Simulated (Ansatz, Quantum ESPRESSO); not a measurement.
**Cu (001), fcc: biaxial strain and the free axis**

A thin film takes the in-plane lattice of its substrate and is free along the normal. How do the free axis and the stress follow the misfit? The strained cell has c along the film normal; unstrained it is a = 2.5192 Å, b = 2.5192 Å, c = 3.5626 Å, α = 90.00°, β = 90.00°, γ = 90.00°, with 2 atoms.

Calculated with Ansatz 0.2.0, PBEsol, PAW files of the set soft_1, cutoff 600 eV, Fermi–Dirac smearing 0.05 eV, k-mesh 17×17×12, no spin polarisation, no spin-orbit coupling.

Relaxed positions at 0 %:

```
atom       x       y       z
  Cu  0.0000  0.0000  0.0000
  Cu  0.5000  0.5000  0.5000
```

| ε∥ (%) | a (Å) | c (Å) | ε⊥ (%) | σ (GPa, tension positive) |
| --- | --- | --- | --- | --- |
| −3 | 2.4436 | 3.7085 | 4.094 | −6.08 |
| −1 | 2.4940 | 3.6141 | 1.445 | −1.55 |
| 0 | 2.5192 | 3.5639 | 0.036 | 0.08 |
| 1 | 2.5444 | 3.5171 | −1.277 | 1.71 |
| 2 | 2.5696 | 3.4655 | −2.727 | 2.77 |
| 3 | 2.5947 | 3.4070 | −4.368 | 3.19 |

**Question.** Fit both responses and give the free strain and the stress at −2 %, a row left out above.

Least squares with y = y0 + y1 ε + y2 ε² (ε in %) gives ε⊥ = 0.096 + (−1.3984) ε + (−0.0240) ε² and σ = 0.22 + (1.567) ε + (−0.182) ε² GPa. The linear terms put the ratio of free to applied strain at −1.398 and the biaxial modulus at 157 GPa.

At −2 % the free strain comes out as 2.797 %. The run itself gives 2.807 %, so the estimate misses by 0.010 %; the fitted rows themselves lie up to 0.070 % off the law.

The stress comes out as −3.64 GPa. The run itself gives −3.58 GPa, so the estimate misses by 0.06 GPa; the fitted rows themselves lie up to 0.14 GPa off the law.

For a cubic crystal strained in (001), ε⊥/ε∥ = −R with R = 2C12/C11, the modulus is C11 + C12 − 2C12²/C11 = C11(1 + R/2 − R²/2), so C11 = 217 GPa and C12 = 152 GPa.

The negative ε² term means that the crystal stiffens in compression and softens in tension.

The same fit over all rows at other levels or in other programs gives the strain ratio = −1.396 with LDA (Quantum ESPRESSO, GBRV) and −1.379 with PBEsol (Quantum ESPRESSO, GBRV).

[Logs are printed without paths, hosts, clocks, repeated set-up lines and the standing remarks that a program may print on its own settings, such as how far it seeks lower states.]
